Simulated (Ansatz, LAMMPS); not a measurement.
# Relaxing amorphous 93SiO2-7P2O5 (mol %) (92 atoms)

Aim: bring amorphous 93SiO2-7P2O5 (mol %) (92 atoms) to a nearby minimum of the energy and see what moves.

Main program and level: Ansatz 0.2.0; Kohn-Sham DFT, PBE, PAW (set soft_2), plane waves.

### Step 1. The system as given

The cell holds 92 atoms: 26 Si, 4 P and 62 O. Cell: a = 11.121 Å, b = 11.121 Å, c = 11.121 Å, α = 90.0°, β = 90.0°, γ = 90.0°. 92 atoms (26 Si, 4 P, 62 O) placed at random at 2.23 g/cm³, melted at 5000 K for 10 ps at fixed volume with the Morse and Coulomb pair potential with partial charges (Pedone, Malavasi, Menziani, Cormack and Segre, J. Phys. Chem. B 110, 11780 (2006)). Quenched from 5000 K to 300 K at 50 K/ps and fixed volume, held 5 ps, then minimised at fixed cell.

What the set-up can't give: The quench rate of 50 K/ps far exceeds what a furnace or splat quench reaches, so expect more defects and frozen-in strain than in a real sample. The starting topology of bonds comes from the classical model. Only the Γ point is sampled in the main run, in a cell whose shortest periodic width is 11 Å.

### Step 2. How the cell was made

A classical potential makes the cell, at a small fraction of what the same run would cost in DFT.

This step: classical MD, Morse and Coulomb pair potential with partial charges (Pedone, Malavasi, Menziani, Cormack and Segre, J. Phys. Chem. B 110, 11780 (2006)) (LAMMPS 22 Jul 2025 - Update 4).

File in.lmp:

```
# melt-quench of Si26P4O62
units metal
atom_style charge
boundary p p p
region box block 0 11.1212 0 11.1212 0 11.1212
create_box 3 box
mass 1 28.0850   # Si
mass 2 30.9738   # P
mass 3 15.9990   # O
create_atoms 1 random 26 38122 NULL overlap 1.5 maxtry 2000
create_atoms 2 random 4 38129 NULL overlap 1.5 maxtry 2000
create_atoms 3 random 62 38136 NULL overlap 1.5 maxtry 2000
pair_style hybrid/overlay pedone 5.5 coul/long 8.0
pair_coeff * * coul/long
pair_coeff 1 3 pedone 0.340554 2.006700 2.100000 1   # Si-O
pair_coeff 2 3 pedone 0.831326 2.585833 1.800790 1   # P-O
pair_coeff 3 3 pedone 0.042395 1.379316 3.618701 22   # O-O
set type 1 charge 2.4
set type 2 charge 3
set type 3 charge -1.2
kspace_style pppm 1.0e-4
neigh_modify delay 0 every 1 check yes
thermo_style custom step time temp pe press density
thermo_modify norm yes
timestep 0.002
thermo 100
min_style cg
minimize 1e-4 1e-4 200 2000
reset_timestep 0
velocity all create 5000 38123 mom yes dist gaussian
fix lim all nve/limit 0.05
fix lan all langevin 5000 5000 0.2 38124 zero yes
thermo 500
run 1000 post no
# [... 10 lines left out ...]
thermo 1250
fix md all nvt temp 300 300 0.2
run 2500 post no
unfix md
thermo 100
min_style cg
minimize 0 1e-3 2000 20000
write_dump all custom glass.dump id type xs ys zs modify sort id
```

On the command line:

```
$ lmp -in in.lmp -log none -nocite
```

Standard output:

```text
LAMMPS (22 Jul 2025 - Update 4)
Created orthogonal box = (0 0 0) to (11.1212 11.1212 11.1212)
Created 26 atoms
Created 4 atoms
Created 62 atoms
PPPM initialization ...
  G vector (1/distance) = 0.38046625
  grid = 12 12 12
  estimated relative force accuracy = 7.2961033e-05
   Step          Time           Temp          PotEng         Press         Density
         0   0              0             -2.2121887      425622.16      2.2286197
       100   0.2            0             -18.383222     -13727.237      2.2286197
       106   0.212          0             -18.396178     -17585.235      2.2286197
Loop time of 0.0815418 s on 1 MPI rank(s) for 106 steps with 92 atoms
Minimization stats:
  Stopping criterion = energy tolerance
  Energy initial, next-to-last, final =
     -2.21218871907741  -18.3944611170719  -18.3961775270856
  Force two-norm initial, final = 320.4587 3.0218197
  Iterations, force evaluations = 106 154
[... 12 lines left out ...]
[... 2 lines left out ...]
Loop time of 2.22059 s on 1 MPI rank(s) for 5000 steps with 92 atoms
   Step          Time           Temp          PotEng         Press         Density
[... 12 lines left out ...]
Loop time of 19.6325 s on 1 MPI rank(s) for 47000 steps with 92 atoms
   Step          Time           Temp          PotEng         Press         Density
[... 2 lines left out ...]
     55000   110            327.16618     -18.505445     -4037.542       2.2286197
     55500   111            336.91917     -18.501806      10445.537      2.2286197
Loop time of 0.957884 s on 1 MPI rank(s) for 2500 steps with 92 atoms
   Step          Time           Temp          PotEng         Press         Density
     55500   111            336.91917     -18.501806      10445.537      2.2286197
     55518   111.036        336.91917     -18.546031      6898.0422      2.2286197
Loop time of 0.0356914 s on 1 MPI rank(s) for 18 steps with 92 atoms
Minimization stats:
  Stopping criterion = linesearch alpha is zero
  Energy initial, next-to-last, final =
     -18.5018056505946  -18.5460310367257  -18.5460310367257
  Force two-norm initial, final = 16.476896 0.87795083
  Iterations, force evaluations = 18 71
```

The job ended after 23 s (1 thread of Arm Neoverse V1, shared host; peak memory 0.073 GiB).

### Step 3. Single point at the start

The forces at the start show how far the geometry lies from a minimum of this functional.

File input.yaml:

```yaml
crystal:
  lattice:
    - [11.1212, 0.0, 0.0]
    - [0.0, 11.1212, 0.0]
    - [0.0, 0.0, 11.1212]
  atoms:
    - { symbol: Si, position: [0.89302, 0.81747, 0.36479] }
    - { symbol: Si, position: [0.76367, 0.23335, 0.56502] }
    - { symbol: Si, position: [0.14364, 0.40496, 0.83486] }
    - { symbol: Si, position: [0.46974, 0.82397, 0.97471] }
    - { symbol: Si, position: [0.68526, 0.97623, 0.90531] }
    - { symbol: Si, position: [0.01822, 0.28096, 0.0623] }
    - { symbol: Si, position: [0.77237, 0.05354, 0.33887] }
    - { symbol: Si, position: [0.24083, 0.8145, 0.10779] }
    - { symbol: Si, position: [0.75516, 0.18821, 0.0841] }
    - { symbol: Si, position: [0.34532, 0.15264, 0.33048] }
    - { symbol: Si, position: [0.84191, 0.74372, 0.8425] }
    - { symbol: Si, position: [0.21988, 0.09627, 0.07351] }
    - { symbol: Si, position: [0.54672, 0.37567, 0.04333] }
    - { symbol: Si, position: [0.48163, 0.7448, 0.56824] }
    - { symbol: Si, position: [0.71256, 0.47481, 0.43261] }
    - { symbol: Si, position: [0.20382, 0.04675, 0.552] }
    - { symbol: Si, position: [0.06172, 0.47883, 0.4961] }
    - { symbol: Si, position: [0.17014, 0.80548, 0.38647] }
    - { symbol: Si, position: [0.30266, 0.86878, 0.74954] }
    - { symbol: Si, position: [0.51921, 0.96482, 0.4253] }
    - { symbol: Si, position: [0.36782, 0.23373, 0.87095] }
    - { symbol: Si, position: [0.54655, 0.10172, 0.68549] }
    - { symbol: Si, position: [0.12088, 0.69144, 0.87588] }
    - { symbol: Si, position: [0.81479, 0.60068, 0.20762] }
    - { symbol: Si, position: [0.02159, 0.25099, 0.6228] }
    - { symbol: Si, position: [0.30812, 0.57215, 0.47386] }
    - { symbol: P, position: [0.45936, 0.41225, 0.30512] }
    - { symbol: P, position: [0.06807, 0.49731, 0.21196] }
    - { symbol: P, position: [0.75026, 0.71251, 0.57956] }
    - { symbol: P, position: [0.61512, 0.59574, 0.8859] }
    - { symbol: O, position: [0.95554, 0.56237, 0.16444] }
    - { symbol: O, position: [0.47434, 0.8309, 0.44679] }
    - { symbol: O, position: [0.07085, 0.35887, 0.95372] }
    - { symbol: O, position: [0.83452, 0.73266, 0.2652] }
    - { symbol: O, position: [0.36415, 0.49408, 0.35967] }
    - { symbol: O, position: [0.41927, 0.28218, 0.33208] }
    - { symbol: O, position: [0.81496, 0.72555, 0.69876] }
    - { symbol: O, position: [0.21328, 0.95566, 0.07591] }
    - { symbol: O, position: [0.38478, 0.80066, 0.08544] }
    - { symbol: O, position: [0.74688, 0.36306, 0.50881] }
    - { symbol: O, position: [0.43775, 0.04321, 0.33825] }
    - { symbol: O, position: [0.27472, 0.33963, 0.8344] }
    - { symbol: O, position: [0.38035, 0.8814, 0.87197] }
    - { symbol: O, position: [0.59732, 0.57267, 0.7539] }
    - { symbol: O, position: [0.17247, 0.73813, 0.00509] }
    - { symbol: O, position: [0.51074, 0.02951, 0.56162] }
    - { symbol: O, position: [0.78326, 0.14504, 0.44938] }
    - { symbol: O, position: [0.57795, 0.44122, 0.37006] }
    - { symbol: O, position: [0.5812, 0.91233, 0.98557] }
    - { symbol: O, position: [0.18462, 0.53643, 0.16029] }
    - { symbol: O, position: [0.81773, 0.78999, 0.48793] }
    - { symbol: O, position: [0.78718, 0.8755, 0.87687] }
    - { symbol: O, position: [0.2727, 0.13706, 0.4559] }
    - { symbol: O, position: [0.44076, 0.16919, 0.761] }
    - { symbol: O, position: [0.65222, 0.97631, 0.37398] }
    - { symbol: O, position: [0.07486, 0.33735, 0.7258] }
    - { symbol: O, position: [0.70399, 0.59135, 0.13144] }
    - { symbol: O, position: [0.04767, 0.36424, 0.18045] }
    - { symbol: O, position: [0.42949, 0.61527, 0.53803] }
    - { symbol: O, position: [0.39634, 0.80077, 0.6645] }
    - { symbol: O, position: [0.09473, 0.12845, 0.59984] }
    - { symbol: O, position: [0.52853, 0.69786, 0.92394] }
    - { symbol: O, position: [0.61802, 0.01581, 0.78067] }
    - { symbol: O, position: [0.88224, 0.22374, 0.64468] }
    - { symbol: O, position: [0.58651, 0.48073, 0.95392] }
    - { symbol: O, position: [0.09138, 0.15903, 0.06744] }
    - { symbol: O, position: [0.8789, 0.9573, 0.33539] }
    - { symbol: O, position: [0.759, 0.12164, 0.21346] }
    - { symbol: O, position: [0.65207, 0.28827, 0.08661] }
    - { symbol: O, position: [0.2057, 0.49289, 0.53457] }
    - { symbol: O, position: [0.27841, 0.14428, 0.20266] }
    - { symbol: O, position: [0.02854, 0.78358, 0.38268] }
    - { symbol: O, position: [0.26226, 0.98634, 0.6733] }
    - { symbol: O, position: [0.24123, 0.6959, 0.44406] }
    - { symbol: O, position: [0.64489, 0.19516, 0.63588] }
    - { symbol: O, position: [0.79637, 0.5051, 0.32044] }
    - { symbol: O, position: [0.73085, 0.09026, 0.97905] }
    - { symbol: O, position: [0.29353, 0.14133, 0.95671] }
    [... 8 atom lines left out ...]
    - { symbol: O, position: [0.97726, 0.71892, 0.87348] }
    - { symbol: O, position: [0.47901, 0.41732, 0.16942] }
    - { symbol: O, position: [0.9731, 0.55988, 0.56019] }
    - { symbol: O, position: [0.62378, 0.76713, 0.59758] }
    - { symbol: O, position: [0.19147, 0.78057, 0.7813] }
    - { symbol: O, position: [0.2092, 0.80979, 0.24752] }
kpoints:
  mp_grid: { grid: [1, 1, 1] }
hamiltonian:
  xc: pbe
scf:
  occupations: { method: fermi_dirac, width: 0.025 }
output:
  forces: true
```

On the command line:

```
$ ansatz run input.yaml --threads 4 --pin off --max-ram 8192MiB --backend cpu --events-out ev --progress --plain --runs-dir out
```

Standard output:

```text
Engine: ansatz 0.2.0, aarch64-unknown-linux-gnu
Pseudopotentials: kind: paw
Pseudopotential: Si, paw, valence charge 4, recommended cutoff 420 eV (normal), Si.paw.azcp
Pseudopotential: P, paw, valence charge 5, recommended cutoff 420 eV (normal), P.paw.azcp
Pseudopotential: O, paw, valence charge 6, recommended cutoff 420 eV (normal), O.paw.azcp
[... 5 lines on functional and potentials left out ...]
Crystal: 92 atoms, lattice volume = 1375.482 Å³
Basis set: ecut = 420 eV, 26961 PW (Γ), exchange–correlation on 150×150×150 points (8 copies of the dense FFT grid, shifted against one another)
Bands: 340, of which v1, the nominal top of the filled ones, is band 248 counted from 1 (247 counted from 0)
Symmetry: 1 space group operations
Space group: P1 (ITA 1), of the structure as read, at distance tolerance 1.1e-4 Å
k-points: 1
[... 7 lines on functional and potentials left out ...]
Initial density: superposition of atomic densities (neutral atoms: chi_scale 0, normalization atom), corrected by the library's trained network
Initial wavefunctions: pseudopotential atomic-orbital guess
Functional: x = pbe(κ = 0.804, μ = 0.219515), c = pbe(β = 0.066725)
SCF iter   1: F=—  HF=-54815.105295 eV  |F-HF|=—  |Δ(HF+E_count)|=         —  Δρ=2.76e-3  dr2=1.86e-1  ethr=1.77e-3  ⟨swp⟩=7.0  Hψ=1788  notcnv=0  defer=68
preconditioner: auto → Resta (q_TF=auto, 2.302 Å⁻¹)  ε∞=2.8  [insulator: Δε(μ)=3.305 eV  Ē_g=16.500 eV  σ=0.025 eV  W_gap=1.00  n_scr=256 (ndim 8)  ℏωp=22.3 eV  f_vac=0.253  D(μ)=0.00/eV (n_scr^D=0)  ε∞_Penn≈2.8]
SCF iter   2: F=—  HF=-54815.074103 eV  |F-HF|=—  |Δ(HF+E_count)|=   3.12e-2  Δρ=1.46e-3  dr2=4.39e-2  ethr=3.75e-5  ⟨swp⟩=3.0  Hψ=592  notcnv=0  defer=88
SCF iter   3: F=—  HF=-54815.067702 eV  |F-HF|=—  |Δ(HF+E_count)|=   6.40e-3  Δρ=6.75e-4  dr2=1.30e-2  ethr=8.84e-6  ⟨swp⟩=3.0  Hψ=445  notcnv=0  defer=35
automatic band count: iteration 3 solves 287 bands in place of 340: the levels show a gap, and the empty bands left out lie too high to hold charge; the band table lists the bands solved (type scf.n_extra_bands for more)
SCF iter   4: F=—  HF=-54815.064504 eV  |F-HF|=—  |Δ(HF+E_count)|=   3.20e-3  Δρ=2.96e-4  dr2=1.35e-3  ethr=2.63e-6  ⟨swp⟩=3.0  Hψ=456  notcnv=0  defer=35
SCF iter   5: F=—  HF=-54815.064349 eV  |F-HF|=—  |Δ(HF+E_count)|=   1.55e-4  Δρ=1.40e-4  dr2=2.51e-4  ethr=2.71e-7  ⟨swp⟩=3.0  Hψ=530  notcnv=0  defer=35
SCF iter   6: F=—  HF=-54815.064351 eV  |F-HF|=—  |Δ(HF+E_count)|=   2.43e-6  Δρ=3.38e-5  dr2=1.51e-5  ethr=5.07e-8  ⟨swp⟩=2.0  Hψ=448  notcnv=0  defer=35
SCF iter   7: F=—  HF=-54815.062797 eV  |F-HF|=—  |Δ(HF+E_count)|=   1.55e-3  Δρ=2.13e-5  dr2=5.03e-6  ethr=3.03e-9  ⟨swp⟩=3.0  Hψ=609  notcnv=0  defer=35
SCF iter   8: F=—  HF=-54815.062797 eV  |F-HF|=—  |Δ(HF+E_count)|=   1.79e-7  Δρ=6.59e-6  dr2=5.19e-7  ethr=1.01e-9  ⟨swp⟩=3.0  Hψ=500  notcnv=0  defer=35
SCF iter   9: F=-54815.062797 eV  HF=-54815.062797 eV  |F-HF|=2.98e-8  |Δ(HF+E_count)|=   1.13e-7  Δρ=2.50e-6  dr2=7.88e-8  ethr=2.02e-11  ⟨swp⟩=7.0  Hψ=1104  notcnv=0
SCF 1 converged in 9 iterations: F = -54815.062797 eV  dr2 = 7.88e-8
  greatest PAW one-centre occupation: 0.873 electrons in one spin orbital (limit 2), on the O atom at site 49 (counted from 0), in its partial waves of l = 0
SCF converged after 9 iterations
Free energy (F): -54815.062797 eV
Harris-Foulkes:  -54815.062797 eV  (|F-HF|=2.98e-8)
Internal energy: -54815.062797 eV  (E = F + TS)
E sigma→0 (E₀):  -54815.062797 eV
Fermi energy:    4.836123 eV
--- Per-component energies (eV) ---
  E_band       = -2977.924963
  E_kinetic    = 12573.993306
  E_local      = -39744.370908  (includes V_loc(G=0)·N_el)
  E_nonlocal   = 3729.442381
  E_hartree    = 15106.116221
  E_xc         = -6297.432945
  E_vxc        = -7352.987508  (∫ρ·V_xc dr)
  E_paw        = -25485.310715  (= ΣΔE_a)
  E_vpaw       = -2396.394739  (= ΣTr[D̂ρ^β])
  E_aug_tail   = 0.160472  (compensation charges beyond the density's cutoff)
  E_ewald      = -14697.660610
  E_smearing   = -0.000000  (= −TS)
  E_closure    = -0.000000  (closes the sum)
  Σ components = -54815.062797   (vs F -54815.062797, Δ=0.00e0)
--- Forces (eV/Å), atoms counted from 1 ---
  atom   1  Si    -0.50522152    -1.24387450    -0.82809380
  atom   2  Si    -0.11156125    -1.32854582    -1.08909388
  atom   3  Si    -0.64614296    -1.33932928     0.74866915
  atom   4  Si    -0.06774427    -0.40548120    -2.21983562
  atom   5  Si    -1.24128638    -0.53574566    -0.68552704
  atom   6  Si     1.51493392     1.79014492     0.25997192
  atom   7  Si    -1.45755397    -0.00140710     1.02249245
  atom   8  Si    -0.09880280     0.88128717    -0.68257277
  atom   9  Si     0.00347429    -0.62281297     0.27182638
  atom  10  Si    -0.53668888    -0.60286467     0.00413695
  atom  11  Si    -2.56021398     0.00307228     0.32430222
  atom  12  Si     0.96915653     1.02759400     0.70630025
  atom  13  Si     0.25961809    -0.75380192     0.04213303
  atom  14  Si    -0.06317677     1.18672042    -1.11050086
[...]
atom  91  O     -1.01268792    -0.36723664    -0.40191698
  atom  92  O      0.35546172    -0.12869585    -0.26724839
  max |Σ_I F_I| component: 1.34e-4 eV/Å
```

Elapsed: 12 s, on 4 threads of Arm Neoverse V1, shared host; peak memory 1.6 GiB; 44 s of CPU time.

In the SCF lines HF is the Harris–Foulkes energy and dr2 the Hartree energy of the density residual, in eV; the loop may stop once dr2 is under the threshold and the program's other checks hold. Hψ counts applications of the Hamiltonian.

Numbers from this run:

| Item | Value |
| --- | --- |
| free energy | -54815.0628 eV |
| free energy per atom | -595.8159 eV/atom |
| SCF cycles | 9 |
| r.m.s. force component | 0.833 eV/Å |
| longest force | 4.503 eV/Å |
| Fermi energy | 4.836 eV |

The r.m.s. force component of 0.83 eV/Å sets the starting point.

Neighbours are counted within 2.08 Å (O-Si), 1.93 Å (O-P).

Length of the force by element and coordination:

```
element  coordination  atoms  mean length of the force (eV/Å)  spread  least  most
      O           all     62                             1.06   0.603  0.197  3.20
      O             1      4                             1.72    1.16  0.539  3.20
      O             2     58                             1.02   0.515  0.197  2.70
      P           all      4                             2.26    1.36   1.09  4.50
     Si           all     26                             1.54   0.615  0.680  2.58
```

(Continued in part 2 of 4.)

[Long decimals in the printed logs are rounded to 6 places.]

[Logs are printed without paths, hosts, clocks, repeated set-up lines and the standing remarks that a program may print on its own settings, such as how far it seeks lower states.]

[Hosts, paths, dates, database ids (printed as entryN), source tags and the programs' standing remarks are cut or masked in the printed files.]

[A walk said to have stopped at its limit may instead have ended on an SCF cycle that didn't converge.]
